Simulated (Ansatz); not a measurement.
# KTaSe3 (model cell, started as cubic perovskite with Ta in the octahedra): following an unstable mode, part 2 of 2

Aim: this structure of KTaSe3 (model cell, started as cubic perovskite with Ta in the octahedra) is to be tested for unstable modes, and one is followed downhill.

Ansatz 0.2.0; DFT LDA, scalar-relativistic, plane waves, PAW.

So far, highest frequency on the path or at a solved wavevector (cm⁻¹): step 2 (the dispersion) 304. Also lowest frequency on the path (cm⁻¹): step 2 -50.9.

The structure was built from a prototype and need not be the compound's stable phase.

### Step 5. Energy along the mode, all amplitudes (two of the runs are shown above)

An imaginary frequency means negative curvature, so the energy should fall and then rise again as anharmonic terms take over.

Numbers from this step:

* depth at the lowest point sampled: 16.96 meV/atom
* largest atomic shift at that point: 0.45 Å

The energy from the parent by largest atomic shift:

| largest atomic shift (Å) | energy from the parent (meV/atom) |
| --- | --- |
| 0.000 | 0 |
| 0.040 | -0.195 |
| 0.080 | -0.759 |
| 0.140 | -2.24 |
| 0.220 | -5.70 |
| 0.320 | -11.8 |
| 0.450 | -17.0 |
| 0.600 | -12.0 |

Displacement at unit largest shift by atom:

| atom | x (Å) | y (Å) | z (Å) | size |
| --- | --- | --- | --- | --- |
| K1 | 0.00 | 0.00 | 0.00 | 0.00 |
| K2 | 0.00 | 0.00 | 0.00 | 0.00 |
| Ta3 | 0.00 | 0.00 | 0.00 | 0.00 |
| Ta4 | 0.00 | 0.00 | 0.00 | 0.00 |
| Se5 | 0.00 | 1.00 | 0.00 | 1.00 |
| Se6 | 0.00 | -1.00 | 0.00 | 1.00 |
| Se7 | 0.00 | 0.00 | 1.00 | 1.00 |
| Se8 | 0.00 | 0.00 | -1.00 | 1.00 |
| Se9 | 0.00 | 0.00 | 0.00 | 0.00 |
| Se10 | 0.00 | 0.00 | 0.00 | 0.00 |

The lowest of the steps tried is at 0.45 Å, 17.0 meV/atom below the parent; the bottom of the well need not coincide with a step.

### Step 6. Relaxation from the frozen mode

Starting from the lowest point found, all atoms and the cell are let go, so that strain and other modes of the same symmetry can join in.

Contents of input.yaml:

```yaml
crystal:
  lattice:
    - [-4.9979636076, 0.0, 0.0]
    - [0.0, -4.9979636076, -4.9979636076]
    - [0.0, -4.9979636076, 4.9979636076]
  atoms:
    - { symbol: K, position: [0.0, 1.0, 0.0] }
    - { symbol: K, position: [0.0, 0.5, 0.5] }
    - { symbol: Ta, position: [0.5, 0.0, 0.5] }
    - { symbol: Ta, position: [0.5, 0.5, 0.0] }
    - { symbol: Se, position: [0.5, 0.704981665, 0.704981665] }
    - { symbol: Se, position: [0.5, 0.295018335, 0.295018335] }
    - { symbol: Se, position: [0.5, 0.204981665, 0.795018335] }
    - { symbol: Se, position: [0.5, 0.795018335, 0.204981665] }
    - { symbol: Se, position: [0.0, 0.0, 0.5] }
    - { symbol: Se, position: [0.0, 0.5, 0.0] }
kpoints:
  mp_grid: { grid: [6, 4, 4] }
hamiltonian:
  xc: lda
scf:
  occupations: { method: methfessel_paxton, width: 0.15 }
output:
  forces: true
  stress: true
  eigenvalues: true
relax:
  adjacent_minimum: "off"
  f_tol: 0.002
  max_steps: 120
  cell: { stress_tol: 0.03 }
```

Command:

```console
$ ansatz run input.yaml --threads 8 --pin off --max-ram 14336MiB --backend cpu --events-out ev --progress --plain --runs-dir out
```

Numbers of over 12 decimals in the logs are rounded to 6 here.

The program printed:

```text
[...]
Crystal: 10 atoms, lattice volume = 249.695 Å³
Basis set: ecut = 420 eV, 4933 PW (Γ)
Bands: 84, of which v1, the nominal top of the filled ones, is band 70 counted from 1 (69 counted from 0)
Symmetry: 16 space group operations
[...]
k-points: 24 of 96
[...]
SCF iter   1: F=—  HF=-54665.253707 eV  |F-HF|=—  |Δ(HF+E_count)|=         —  Δρ=5.43e-3  dr2=7.28e-2  ethr=1.77e-3  ⟨swp⟩=6.2  Hψ=7163  notcnv=0  defer=5
[...]
SCF iter   8: F=-54665.242940 eV  HF=-54665.242940 eV  |F-HF|=4.21e-9  |Δ(HF+E_count)|=   1.29e-8  S|Δr|=    0.00e0  Δρ=9.62e-7  dr2=4.27e-9  ethr=5.02e-11  ⟨swp⟩=2.8  Hψ=6366  notcnv=0
SCF 1 converged in 8 iterations: F = -54665.242940 eV  dr2 = 4.27e-9
[...]
relax step   1: F+E_penalty+E_count = -54665.24293993 eV  Δ(F+E_penalty+E_count) = +0.000e0 eV  max|allowed force component| = 3.436e-2 eV/Å  Δτ_max = 0.0000 Å  P = -1.366 GPa  Ω = 249.695 Å³  (8 SCF iters, dr2 threshold 1.00e-7 eV, accepted)
Crystal: 10 atoms, lattice volume = 241.901 Å³
Basis set: ecut = 420 eV, 4789 PW (Γ)
[...]
SCF iter   6: F=-54665.323388 eV  HF=-54665.323389 eV  |F-HF|=7.43e-7  |Δ(HF+E_count)|=   5.15e-6  S|Δr|=    0.00e0  Δρ=2.04e-5  dr2=9.62e-7  ethr=7.14e-10  ⟨swp⟩=6.2  Hψ=10777  notcnv=0
SCF 2 converged in 6 iterations: F = -54665.323388 eV  dr2 = 9.62e-7
relax step   2: F+E_penalty+E_count = -54665.32338846 eV  Δ(F+E_penalty+E_count) = -8.045e-2 eV  max|allowed force component| = 1.575e-1 eV/Å  Δτ_max = 0.0448 Å  P = +0.709 GPa  Ω = 241.901 Å³  energy of the carried Pulay correction = +1.244e-3 eV  (6 SCF iters, dr2 threshold 1.00e-6 eV, accepted)
Crystal: 10 atoms, lattice volume = 240.784 Å³
Basis set: ecut = 420 eV, 4741 PW (Γ)
[...]
SCF iter   7: F=-54665.376824 eV  HF=-54665.376824 eV  |F-HF|=1.65e-8  |Δ(HF+E_count)|=   4.70e-7  S|Δr|=    0.00e0  Δρ=3.08e-6  dr2=1.20e-8  ethr=8.49e-11  ⟨swp⟩=4.0  Hψ=6860  notcnv=0
SCF 3 converged in 7 iterations: F = -54665.376824 eV  dr2 = 1.20e-8
relax step   3: F+E_penalty+E_count = -54665.37682385 eV  Δ(F+E_penalty+E_count) = -5.344e-2 eV  max|allowed force component| = 7.893e-2 eV/Å  Δτ_max = 0.1078 Å  P = +0.189 GPa  Ω = 240.784 Å³  energy of the carried Pulay correction = +1.426e-3 eV  (7 SCF iters, dr2 threshold 1.00e-6 eV, accepted)
[...]
relax step   4: F+E_penalty+E_count = -54665.39127532 eV  Δ(F+E_penalty+E_count) = -1.445e-2 eV  max|allowed force component| = 4.941e-2 eV/Å  Δτ_max = 0.1189 Å  P = -0.073 GPa  Ω = 238.214 Å³  energy of the carried Pulay correction = +1.847e-3 eV  (7 SCF iters, dr2 threshold 3.89e-7 eV, accepted)
[...]
relax step   5: F+E_penalty+E_count = -54665.39358851 eV  Δ(F+E_penalty+E_count) = -2.313e-3 eV  max|allowed force component| = 6.996e-3 eV/Å  Δτ_max = 0.0135 Å  P = -0.042 GPa  Ω = 238.510 Å³  energy of the carried Pulay correction = +1.798e-3 eV  (6 SCF iters, dr2 threshold 4.75e-7 eV, accepted)
[...]
relax step   6: F+E_penalty+E_count = -54665.39373113 eV  Δ(F+E_penalty+E_count) = -1.426e-4 eV  max|allowed force component| = 4.695e-4 eV/Å  Δτ_max = 0.0052 Å  P = -0.000 GPa  Ω = 238.234 Å³  energy of the carried Pulay correction = +1.844e-3 eV  (6 SCF iters, dr2 threshold 2.67e-8 eV, accepted)
[...]
SCF iter   7: F=-54665.392282 eV  HF=-54665.392282 eV  |F-HF|=0.00e0  |Δ(HF+E_count)|=  1.89e-10  S|Δr|=    0.00e0  Δρ=4.81e-8  dr2=6.93e-12  ethr=1.00e-12  ⟨swp⟩=3.3  Hψ=8298  notcnv=0
SCF 7 converged in 7 iterations: F = -54665.392282 eV  dr2 = 6.93e-12
relax step   7: F+E_penalty+E_count = -54665.39228216 eV  Δ(F+E_penalty+E_count) = +1.449e-3 eV  max|allowed force component| = 5.144e-4 eV/Å  Δτ_max = 0.0000 Å  P = -0.003 GPa  Ω = 238.234 Å³  stress off target by 6.55e-3 GPa  SCF on the basis re-selected at this cell (its energy is not comparable with the rows above)  (7 SCF iters)
basis re-selected at this cell: Δ(F+E_penalty+E_count) = +1.449e-3 eV, ΔP = -0.003 GPa vs the last step (what re-selecting the basis moved, of the pressure what is left beyond the Pulay correction that the steps carried, after the strain that the cell walked since its last selection, with what the two solves' SCF thresholds leave and, on support functions, any second-order correction that the steps lacked; it is no m [...]
SCF converged after 7 iterations
[...]
Free energy (F): -54665.392282 eV
[...]
Internal energy: -54665.394180 eV  (E = F + TS)
E sigma→0 (E₀):  -54665.392757 eV
Entropy (-TS):   0.001898 eV (0.190 meV/atom)
Fermi energy:    8.913759 eV
[...]
--- Forces (eV/Å), atoms counted from 1 ---
  atom   1  K     -0.00000000     0.00000000     0.00000000
  atom   2  K     -0.00000000    -0.00000000     0.00000000
  atom   3  Ta    -0.00000000     0.00000000    -0.00000000
  atom   4  Ta    -0.00000000     0.00000000    -0.00000000
  atom   5  Se     0.00000000     0.00051435    -0.00000000
  atom   6  Se    -0.00000000    -0.00051435     0.00000000
  atom   7  Se    -0.00000000     0.00000000     0.00051435
  atom   8  Se     0.00000000    -0.00000000    -0.00051435
  atom   9  Se     0.00000000     0.00000000    -0.00000000
  atom  10  Se    -0.00000000    -0.00000000    -0.00000000
  max |Σ_I F_I| component: 8.67e-19 eV/Å
--- Stress (GPa, compression-positive) ---
        0.002599       0.000000      -0.000000
       -0.000000      -0.006549      -0.000000
       -0.000000      -0.000000      -0.006549
  P = ⅓ Tr σ = -0.0035 GPa (-0.035 kbar)
--- Band table (eV; the first three rows and the last of 24) ---
  k-point 0: bands = [... 66 lower, 7.9924, 8.3231, 8.3231, 8.4831, 8.6206, 8.9911, 8.9911, 9.7982, ... 10 higher]
  k-point 1: bands = [... 66 lower, 7.7084, 7.8134, 8.1667, 8.4520, 9.0521, 9.1917, 9.6954, 10.5438, ... 10 higher]
  k-point 2: bands = [... 66 lower, 7.4049, 7.4049, 8.3064, 8.3064, 9.9449, 9.9449, 10.0419, 10.0419, ... 10 higher]
  k-point 23: bands = [... 66 lower, 7.1592, 7.1592, 8.8042, 8.8042, 10.1780, 10.1780, 10.8087, 10.8087, ... 10 higher]
--- Relaxed structure (6 steps of the walk, 6 accepted, 1 SCFs on fresh bases) ---
  F+E_penalty+E_count = -54665.39228216 eV   max|allowed force component| = 5.144e-4 eV/Å   (the final SCF, on the basis selected at the relaxed cell)
  cell:  # Å, volume = 238.2344 Å³
    - [-5.138444, 0, 0]
    - [0, -4.814724, -4.814724]
    - [0, -4.814724, 4.814724]
  atoms:
    - { symbol: K, position: [0, 1.0, 0.0] }
    - { symbol: K, position: [0, 0.5, 0.5] }
    - { symbol: Ta, position: [0.5, 0.0, 0.5] }
    - { symbol: Ta, position: [0.5, 0.5, 0.0] }
    - { symbol: Se, position: [0.5, 0.678656, 0.678656] }
    - { symbol: Se, position: [0.5, 0.321344, 0.321344] }
    - { symbol: Se, position: [0.5, 0.178656, 0.821344] }
    - { symbol: Se, position: [0.5, 0.821344, 0.178656] }
    - { symbol: Se, position: [0, 0.0, 0.5] }
    - { symbol: Se, position: [0, 0.5, 0.0] }
```

Elapsed: 39 s, on 8 threads of Intel Xeon Platinum 8375C at 2.90GHz (Ice Lake), shared host; peak memory 1.4 GiB; 4.4 min of CPU time.

Step by step:

| step | energy less that of the first step (eV) | largest force component (eV/Å) | pressure (GPa) | volume (Å³) |
| --- | --- | --- | --- | --- |
| 1 | 0.0000 | 0.0344 | -1.37 | 249.69 |
| 2 | -0.0804 | 0.1575 | 0.71 | 241.90 |
| 3 | -0.1339 | 0.0789 | 0.19 | 240.78 |
| 4 | -0.1483 | 0.0494 | -0.07 | 238.21 |
| 5 | -0.1506 | 0.0070 | -0.04 | 238.51 |
| 6 | -0.1508 | 0.0005 | 0.00 | 238.23 |
| 7* | -0.1493 | 0.0005 | 0.00 | 238.23 |

Relaxation steps marked * repeat the geometry before them on a plane-wave basis chosen anew for their cell, so energy and pressure can jump there.

The run keeps the 16 symmetry operations that it works with, so distortions that break them were not tested.

| cell as run | before | after | change |
| --- | --- | --- | --- |
| a (Å) | 4.998 | 5.138 | +2.8 % |
| b (Å) | 7.068 | 6.809 | -3.7 % |
| c (Å) | 7.068 | 6.809 | -3.7 % |
| volume (Å³/atom) | 24.97 | 23.82 | -4.6 % |

The atoms that moved most (Å, as changes of fractional coordinates times the final cell):

| atom | dx | dy | dz | length |
| --- | --- | --- | --- | --- |
| Se6 | 0.000 | -0.254 | 0.000 | 0.254 |
| Se8 | 0.000 | 0.000 | -0.254 | 0.254 |
| Se7 | 0.000 | 0.000 | 0.254 | 0.254 |
| Se5 | 0.000 | 0.254 | 0.000 | 0.254 |

The relaxed structure:

```cif
data_structure
_symmetry_space_group_name_H-M 'P 1'
_symmetry_Int_Tables_number 1
_cell_length_a 5.1384
_cell_length_b 6.8090
_cell_length_c 6.8090
_cell_angle_alpha 90.000
_cell_angle_beta 90.000
_cell_angle_gamma 90.000
_cell_volume 238.23
loop_
_atom_site_label
_atom_site_type_symbol
_atom_site_fract_x
_atom_site_fract_y
_atom_site_fract_z
_atom_site_occupancy
K1 K 0.00000 0.00000 0.00000 1
K2 K 0.00000 0.50000 0.50000 1
Ta3 Ta 0.50000 0.00000 0.50000 1
Ta4 Ta 0.50000 0.50000 0.00000 1
Se5 Se 0.50000 0.67866 0.67866 1
Se6 Se 0.50000 0.32134 0.32134 1
Se7 Se 0.50000 0.17866 0.82134 1
Se8 Se 0.50000 0.82134 0.17866 1
Se9 Se 0.00000 0.00000 0.50000 1
Se10 Se 0.00000 0.50000 0.00000 1
```

Numbers from this step:

```yaml
pressure: -0.003500 GPa
volume_per_atom: 23.82 Å³
```

The distorted start has space group P4/mbm; the relaxation ends in P4/mbm.

### Step 7. Modes of the new phase, k-mesh 6×4×4

A relaxed structure may still be a saddle point, so its zone-centre modes are computed. No field response is asked, since the mesh shows no gap.

Contents of input.yaml:

```yaml
crystal:
  lattice:
    - [-5.1384435638, 0.0, 0.0]
    - [0.0, -4.8147244195, -4.8147244195]
    - [0.0, -4.8147244195, 4.8147244195]
  atoms:
    - { symbol: K, position: [0.0, 1.0, 0.0] }
    - { symbol: K, position: [0.0, 0.5, 0.5] }
    - { symbol: Ta, position: [0.5, 0.0, 0.5] }
    - { symbol: Ta, position: [0.5, 0.5, 0.0] }
    - { symbol: Se, position: [0.5, 0.6786561639, 0.6786561639] }
    - { symbol: Se, position: [0.5, 0.3213438361, 0.3213438361] }
    - { symbol: Se, position: [0.5, 0.1786561639, 0.8213438361] }
    - { symbol: Se, position: [0.5, 0.8213438361, 0.1786561639] }
    - { symbol: Se, position: [0.0, 0.0, 0.5] }
    - { symbol: Se, position: [0.0, 0.5, 0.0] }
kpoints:
  mp_grid: { grid: [6, 4, 4] }
hamiltonian:
  xc: lda
scf:
  occupations: { method: methfessel_paxton, width: 0.15 }
output:
  eigenvalues: true
phonons:
  method: dfpt
```

The program printed:

```text
zone centre: on kpoints.mp_grid the ground state, and the responses unless they are solved on pairs of k-points, stand on 40 of the mesh's 96 k-points, reduced under 2 symmetry operations, with k and −k counted as one. Each operation leaves every solved displacement unchanged or reverses it
[...]
Crystal: 10 atoms, lattice volume = 238.234 Å³
Basis set: ecut = 420 eV, 4709 PW (Γ), exchange–correlation on 72×96×96 points (8 copies of the dense FFT grid, shifted against one another)
Bands: 84, of which v1, the nominal top of the filled ones, is band 70 counted from 1 (69 counted from 0)
Symmetry: 16 space group operations
k-points: 40 of 96 (irreducible under 2 space group operations, time reversal used)
[...]
SCF iter   1: F=—  HF=-54665.410324 eV  |F-HF|=—  |Δ(HF+E_count)|=         —  Δρ=6.18e-3  dr2=1.11e-1  ethr=1.77e-3  ⟨swp⟩=6.3  Hψ=12130  notcnv=0  defer=4
[...]
SCF iter   9: F=-54665.392288 eV  HF=-54665.392288 eV  |F-HF|=7.28e-12  |Δ(HF+E_count)|=  5.82e-11  S|Δr|=    0.00e0  Δρ=6.03e-8  dr2=4.89e-12  ethr=1.00e-12  ⟨swp⟩=10.2  Hψ=18093  notcnv=0
SCF 1 converged in 9 iterations: F = -54665.392288 eV  dr2 = 4.89e-12
[...]
DFPT response loops at Γ: preconditioner auto → Kerker (q_TF=auto, 2.497 Å⁻¹) (partly filled bands, converged f_vac=0.043); β = 1.00, the filter's whole step (`scf.mixing.beta` (0.50) is not read by the response loops under this deck's `scf.mixing.preconditioner`; to damp them name `kerker` or `kerker_dos`, under which they read `scf.mixing.beta`, and type it under 1.00, their step now; both keys bind the ground state too); Broyden in place of MSR1
SCF converged after 9 iterations
[...]
Free energy (F): -54665.392288 eV
[...]
Internal energy: -54665.394185 eV  (E = F + TS)
E sigma→0 (E₀):  -54665.392762 eV
Entropy (-TS):   0.001898 eV (0.190 meV/atom)
Fermi energy:    8.913759 eV
[...]
--- Band table (eV; the first three rows and the last of 40) ---
  k-point 0: bands = [... 66 lower, 7.9924, 8.3231, 8.3231, 8.4831, 8.6206, 8.9911, 8.9911, 9.7982, ... 10 higher]
  k-point 1: bands = [... 66 lower, 7.7085, 7.8134, 8.1667, 8.4520, 9.0521, 9.1917, 9.6954, 10.5438, ... 10 higher]
  k-point 2: bands = [... 66 lower, 7.4049, 7.4049, 8.3064, 8.3064, 9.9449, 9.9449, 10.0419, 10.0419, ... 10 higher]
  k-point 39: bands = [... 66 lower, 7.1592, 7.1592, 8.8042, 8.8042, 10.1780, 10.1780, 10.8087, 10.8087, ... 10 higher]
--- Phonons (Γ-DFPT): 10 representative perturbations + reference, on 40 of 96 k-points (Σ response iterations 33) ---
  k mesh reduced under 2 symmetry operations, with k and −k counted as one. Each operation leaves every solved displacement unchanged or reverses it
  ASR residual: 3.303e-5 → 0.000e0 eV/Å²; symmetrization residual: 3.095e-5 eV/Å²
  ASR residual per site (eV/Å²): 7.07e-6 7.07e-6 1.52e-5 1.52e-5 3.30e-5 3.30e-5 3.30e-5 3.30e-5 2.36e-5 2.36e-5
  Γ frequencies (cm⁻¹): -65.52 -56.52 0.00 0.00 0.00 27.62 27.62 42.48 64.98 64.98 89.38 89.38 94.76 102.07 102.07 121.02 121.02 126.70 133.47 133.47 163.56 163.56 172.57 178.12 190.32 203.06 203.08 203.08 223.05 273.54
  non-analytic LO–TO correction: not included (Born effective charges unavailable; polar crystals: no LO–TO splitting at Γ)
```

The job ended after 2.9 min (8 threads; peak memory 3 GiB).

Numbers from this step:

| Quantity | Value |
| --- | --- |
| sum-rule residual before enforcement | 3.30e-5 eV/Å² |
| point group | 4/mmm |
| highest optical mode at the zone centre (no LO-TO term) | 273.5 cm⁻¹ |
| lowest optical zone-centre mode | -65.52 cm⁻¹ |

Patterns of degenerate modes are one choice out of their space. The modes at Γ (shares of kinetic energy by element, %) (negative means imaginary):

| mode | frequency (cm⁻¹) | symmetry | K % | Ta % | Se % |
| --- | --- | --- | --- | --- | --- |
| 1 | -65.5 | A2u | 7 | 59 | 34 |
| 2 | -56.5 | A1u | 0 | 98 | 2 |
| 3 | 0.0 | acoustic | 9 | 40 | 52 |
| 4 | 0.0 | acoustic | 9 | 40 | 52 |
| 5 | 0.0 | acoustic | 9 | 40 | 52 |
| 6 | 27.6 | Eu | 64 | 10 | 26 |
| 7 | 27.6 | Eu | 64 | 10 | 26 |
| 8 | 42.5 | B1u | 22 | 0 | 78 |
| 9 | 65.0 | Eu | 9 | 44 | 47 |
| 10 | 65.0 | Eu | 9 | 44 | 47 |
| 11 | 89.4 | Eu | 29 | 4 | 67 |
| 12 | 89.4 | Eu | 29 | 4 | 67 |
| 13 | 94.8 | A1g | 0 | 0 | 100 |
| 14 | 102.1 | Eu | 3 | 3 | 94 |
| 15 | 102.1 | Eu | 3 | 3 | 94 |
| 16 | 121.0 | Eg | 0 | 0 | 100 |
| 17 | 121.0 | Eg | 0 | 0 | 100 |
| 18 | 126.7 | B2g | 0 | 0 | 100 |
| 19 | 133.5 | Eu | 86 | 1 | 13 |
| 20 | 133.5 | Eu | 86 | 1 | 13 |
| 21 | 163.6 | Eu | 0 | 90 | 10 |
| 22 | 163.6 | Eu | 0 | 90 | 10 |
| 23 | 172.6 | A2u | 50 | 1 | 49 |
| 24 | 178.1 | A1u | 0 | 2 | 98 |
| 25 | 190.3 | B1u | 78 | 0 | 22 |
| 26 | 203.1 | not assigned | 35 | 1 | 65 |
| 27 | 203.1 | not assigned | 1 | 8 | 92 |
| 28 | 203.1 | not assigned | 1 | 8 | 92 |
| 29 | 223.1 | B1g | 0 | 0 | 100 |
| 30 | 273.5 | A2g | 0 | 0 | 100 |

Displacements in mode 1 (-65.5 cm⁻¹), the largest set to 1:
```
K1  -0.75  0.00  0.00
K2  -0.75  0.00  0.00
Ta3  1.00  0.00  0.00
Ta4  1.00  0.00  0.00
Se5 -0.77  0.00  0.00
Se6 -0.77  0.00  0.00
Se7 -0.77  0.00  0.00
Se8 -0.77  0.00  0.00
Se9 -0.38  0.00  0.00
Se10-0.38  0.00  0.00
```

Displacements in mode 6 (27.6 cm⁻¹), the largest set to 1:
```
K1   0.00  1.00  0.00
K2   0.00 -0.06  0.03
Ta3  0.00 -0.13 -0.03
Ta4  0.00 -0.13  0.03
Se5  0.00 -0.11  0.00
Se6  0.00 -0.11  0.00
Se7  0.00 -0.03  0.00
Se8  0.00 -0.03  0.00
Se9  0.00  0.20 -0.22
Se10 0.00  0.18  0.23
```

Before it was imposed, the acoustic sum rule was missed by 3.3e-5 eV/Å². Small misses are needed for a sound result but don't prove that mesh and cutoff are converged. The lowest optical mode is imaginary, 65.5i cm⁻¹, so the energy falls along it.

### Step 8. What came out

```yaml
unstable_mode_of_the_parent: q = (0, -0.5, -0.5), 49i cm⁻¹
depth_at_the_lowest_point_sampled: 17.0 meV/atom
largest_atomic_shift_at_that_point: 0.45 Å
space_group_reached_within_0p01_a: P4/mbm
energy_gained_over_the_parent_first_relaxation_on_the_mesh_of_the_frozen_mode: 31.8 meV/atom
volume_per_atom_phase_reached: 23.8 Å³
lowest_optical_zone_centre_mode_phase_reached: -65.5 cm⁻¹
highest_optical_mode_at_the_zone_centre_no_lo_to_term_phase_reached: 274 cm⁻¹
```

What this shows: Along this mode the structure falls into P4/mbm, 31.8 meV/atom below the parent. At the parent's cell the well is 16.96 meV/atom deep on the steps tried, with its lowest point at a shift of 0.45 Å. Relaxing atoms and cell changes the gain by +14.88 meV/atom against the lowest step (energies at zero smearing). The new phase still has an imaginary mode at the zone centre of its cell, so it is a saddle point on the way to a lower structure. Of the 5 patterns followed to their end from this parent, this one ends 5.79 meV/atom above the lowest, I4/mcm. Each path keeps the symmetry of its pattern, so a lower phase may lie along a pattern not tried. With no gap, or one that is small against the smearing, the frequencies hang on the k mesh and the smearing, most of all near Kohn anomalies. Spin-orbit coupling is left out, which can matter for the heavy elements here. The starting cell was built on a prototype and not taken from a measurement, so the phase need not exist.

[Logs are printed without paths, hosts, clocks, repeated set-up lines and the standing remarks that a program may print on its own settings, such as how far it seeks lower states.]

[Hosts, paths, dates, database ids (printed as entryN), source tags and the programs' standing remarks are cut or masked in the printed files.]
